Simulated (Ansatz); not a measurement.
## CaSnSe3 (model cell, started as cubic perovskite with Sn in the octahedra): the cell at rest

Aim: bring CaSnSe3 (model cell, started as cubic perovskite with Sn in the octahedra) to small forces and stress, as phonons need.

Main program and level: Ansatz 0.2.0; DFT PBEsol, scalar-relativistic, plane waves, PAW; PAW set soft_1.

Report form: the programs' logs are mostly left out.

The structure was built from a prototype and need not be the compound's stable phase.

## (1) Set-up

Symmetry: Pm-3m, No. 221, cubic system. The conventional cell has a = 5.233 Å, b = 5.233 Å, c = 5.233 Å, α = 90.00°, β = 90.00°, γ = 90.00°. Nearest to Ca lie 12 Se at 3.70 Å. Nearest to Sn lie 6 Se at 2.62 Å. Nearest to Se lie 2 Sn at 2.62 Å and 4 Ca at 3.70 Å. Farther neighbours and most contacts between anions are not listed.

## (2) A coarse first look

A quick single point on a coarse mesh tells whether the cell has a gap and how far it is from rest, which sets the k mesh and smearing that follow.

input.yaml reads:

```yaml
crystal:
  lattice:
    - [5.2332, 0.0, 0.0]
    - [0.0, 5.2332, 0.0]
    - [0.0, 0.0, 5.2332]
  atoms:
    - { symbol: Ca, position: [0.0, 0.0, 0.0] }
    - { symbol: Sn, position: [0.5, 0.5, 0.5] }
    - { symbol: Se, position: [0.5, 0.5, 0.0] }
    - { symbol: Se, position: [0.5, 0.0, 0.5] }
    - { symbol: Se, position: [0.0, 0.5, 0.5] }
kpoints:
  mp_grid: { grid: [4, 4, 4] }
hamiltonian:
  xc: pbesol
  pseudopotentials: { kind: paw, azcp: { folder: soft_1 }, xc_functional: pbe }
scf:
  occupations: { method: gaussian, width: 0.1 }
output:
  forces: true
  stress: true
  eigenvalues: true
```

Command:

```bash
$ ansatz run input.yaml --threads 4 --pin off --max-ram 16384MiB --backend cpu --events-out ev --progress --plain --runs-dir out
```

Wall time 1.3 s (4 threads of Arm Neoverse V2, shared host); peak memory 0.47 GiB; 4.5 s of CPU time.

Numbers from this step:

| Quantity | Value |
| --- | --- |
| pressure | -0.3419 GPa |
| volume per atom | 28.66 Å³ |
| gap on the k-mesh | 0 eV |

The coarse mesh shows no gap and a pressure of -0.3 GPa.

## (3) Bringing the structure to rest

Harmonic phonons are second derivatives at a point where the forces vanish, and they are wanted at zero stress, so atoms and cell are relaxed first.

Edit input.yaml of step 2 so:

```diff
@@ -12,3 +12,3 @@
 kpoints:
-  mp_grid: { grid: [4, 4, 4] }
+  mp_grid: { grid: [8, 8, 8] }
 hamiltonian:
@@ -22 +22,6 @@
   eigenvalues: true
+relax:
+  adjacent_minimum: "off"
+  f_tol: 0.005
+  max_steps: 80
+  cell: { stress_tol: 0.05 }
```

The job ended after 12 s (4 threads; peak memory 0.58 GiB; 48 s of CPU time).

The steps of the relaxation:

```csv
step,energy less that of the first step (eV),largest force component (eV/Å),pressure (GPa),volume (Å³)
1,0.0000,0.0000,-0.69,143.32
2,-0.0042,0.0000,0.15,140.97
3,-0.0044,0.0000,0.00,141.38
4*,-0.0043,0.0000,0.00,141.38
```

Relaxation steps marked * repeat the geometry before them on a plane-wave basis chosen anew for their cell, so energy and pressure can jump there.

Forces are held to the 48 operations that the run works with; a distortion that breaks them can't arise in this run.

```csv
"conventional cell, symmetrised",before,after,change
a (Å),5.233,5.210,-0.5 %
b (Å),5.233,5.210,-0.5 %
c (Å),5.233,5.210,-0.5 %
volume (Å³/atom),28.66,28.28,-1.4 %
```

Final coordinates:

```xyz
5
Lattice="5.2095 0.0000 0.0000 0.0000 5.2095 0.0000 0.0000 0.0000 5.2095" Properties=species:S:1:pos:R:3 pbc="T T T"
Ca    0.0000    0.0000    0.0000
Sn    2.6048    2.6048    2.6048
Se    2.6048    2.6048    0.0000
Se    2.6048    0.0000    2.6048
Se    0.0000    2.6048    2.6048
```

This step gave:

```yaml
pressure: -0.003457 GPa
volume_per_atom: 28.28 Å³
```

In this step the volume went from 28.66 to 28.28 Å³/atom.

## (4) Tight relaxation

Phonons need a cell at rest on their own settings, so the relaxation is repeated with tight tolerances on forces and stress on the k mesh and occupations of the first response run.

input.yaml, the sections that differ from step 3:

```yaml
crystal:
  lattice:
    - [5.2095291694, 0.0, 0.0]
    - [0.0, 5.2095291694, 0.0]
    - [0.0, 0.0, 5.2095291694]
  atoms:
    - { symbol: Ca, position: [0.0, 0.0, 0.0] }
    - { symbol: Sn, position: [0.5, 0.5, 0.5] }
    - { symbol: Se, position: [0.5, 0.5, 0.0] }
    - { symbol: Se, position: [0.5, 0.0, 0.5] }
    - { symbol: Se, position: [0.0, 0.5, 0.5] }
scf:
  occupations: { method: methfessel_paxton, width: 0.2 }
relax:
  adjacent_minimum: "off"
  f_tol: 0.001
  max_steps: 60
  cell: { stress_tol: 0.01 }
# kpoints, hamiltonian, output: as in step 3
```

Elapsed: 9.6 s, on 4 threads; peak memory 0.58 GiB; 37 s of CPU time.

Little changed from the start: no atom moved by 0.005 Å and no cell edge by 0.1 %.

Numbers from this step:

```
pressure        : 0.005076 GPa
volume per atom : 28.26 Å³
```

The forces vanish by symmetry and the pressure is 0.005 GPa, within the tolerances set. The cell now holds 28.26 Å³/atom.

## (5) Outcome

```json
{
 "space group after relaxation (within 0.01 Å)": "Pm-3m",
 "lattice constant a": "5.209 Å",
 "lattice constant b": "5.209 Å",
 "lattice constant c": "5.209 Å",
 "volume per atom": "28.3 Å³"
}
```

What this shows: The forces vanish by symmetry and the pressure is 0.005 GPa, within the tolerances set. The cell now holds 28.26 Å³/atom. The relaxation keeps the symmetry of its start, so it says nothing on stability against lower symmetry. Spin-orbit coupling is left out, which can matter for the heavy elements here. The PAW files were made for PBE and serve the other functionals too. The starting cell was built on a prototype and not taken from a measurement, so the phase need not exist.

[Logs are printed without paths, hosts, clocks, repeated set-up lines and the standing remarks that a program may print on its own settings, such as how far it seeks lower states.]

[Hosts, paths, dates, database ids (printed as entryN), source tags and the programs' standing remarks are cut or masked in the printed files.]
